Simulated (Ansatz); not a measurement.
## Tm (P6_3/mmc): converging λ and the resistivity: resistivity: scattering mesh 8×8×8

Ansatz 0.2.0; DFT PBE, scalar-relativistic, plane waves, norm-conserving pseudopotentials, 4f of the trivalent lanthanide in the core.

input.yaml reads:

```yaml
crystal:
  lattice:
    - [3.547034458, 0.0, 0.0]
    - [-1.773517229, 3.0718219487, 0.0]
    - [0.0, 0.0, 5.5008330469]
  atoms:
    - { symbol: Tm, position: [0.3333333333, 0.6666666667, 0.25] }
    - { symbol: Tm, position: [0.6666666667, 0.3333333333, 0.75] }
kpoints:
  mp_grid: { grid: [9, 9, 4] }
hamiltonian:
  xc: pbe
  pseudopotentials:
    kind: nc
    azcp: { Tm: "pseudopotentials/pbe/nc/lanthanide_3plus/Tm.nc.azcp" }
scf:
  occupations: { method: methfessel_paxton, width: 0.2 }
output:
  eigenvalues: true
phonons:
  method: dfpt
  qmesh: [3, 3, 2]
  temperatures: { t_max: 1000, t_step: 50 }
  qpath:
    path:
      - [[0.0, 0.0, 0.0], [0.5, 0.0, 0.0], [0.33333333, 0.33333333, 0.0], [0.0, 0.0, 0.0], [0.0, 0.0, 0.5], [0.5, 0.0, 0.5], [0.33333333, 0.33333333, 0.5], [0.0, 0.0, 0.5]]
      - [[0.5, 0.0, 0.5], [0.5, 0.0, 0.0]]
      - [[0.33333333, 0.33333333, 0.5], [0.33333333, 0.33333333, 0.0]]
    npoints: 10
  electrical_resistivity:
    mesh: [8, 8, 8]
    temperatures: [20.0, 50.0, 80.0, 100.0, 150.0, 200.0, 273.0, 300.0, 400.0, 500.0, 600.0, 800.0]
  superconductivity: { mesh: [8, 8, 8], eliashberg_equations: false }
```

Command:

```bash
$ ansatz run input.yaml --threads 4 --pin off --max-ram 10240MiB --backend cpu --events-out ev --progress --plain --runs-dir out
```

**Question.** What does this run give for the resistivity at 300 K, log mean phonon energy ħω log and resistivity against temperature?

Above the Debye range the phonon population grows as T, and so does the scattering: the resistivity is close to linear in T. With one main axis (hexagonal system), two principal values must be equal and the third, along that axis, is free.

Numbers from this step:

| Property | Result |
| --- | --- |
| resistivity at 300 K | 50.12 μΩ cm, mean of the axes |
| coupling constant λ | 0.6229 |
| log mean phonon energy ħω_log | 8.842 meV |
| transport coupling constant λ_tr | 0.6952, 0.6952, 0.7077 (xx, yy, zz) |
| Drude plasma energy | 3.727, 3.727, 4.998 eV (xx, yy, zz) |
| resistivity times mean free path | 12.98, 12.98, 6.574 × 10⁻¹⁶ Ω m² (xx, yy, zz) |
| second-moment phonon energy ħω₂ | 9.47 meV |
| coupling λ by branch | 0.149, 0.129, 0.103, 0.0901, 0.088, 0.0637 (branches by rank of frequency) |

Phonon-limited, linearised Boltzmann equation on a 8x8x8 mesh. Table of resistivity by temperature; values in μΩ cm:

```
temperature (K)  along x  along z
             20    0.429    0.236
             50     6.27     3.56
             80     13.2     7.44
            100     17.6     9.89
            150     28.1     15.8
            200     38.2     21.5
            273     53.1     29.9
            300     58.7     33.0
            400     79.6     44.5
            500      101     56.1
            600      123     67.8
            800      167     91.7
```

[Logs are printed without paths, hosts, clocks, repeated set-up lines and the standing remarks that a program may print on its own settings, such as how far it seeks lower states.]

[Hosts, paths, dates, database ids (printed as entryN), source tags and the programs' standing remarks are cut or masked in the printed files.]
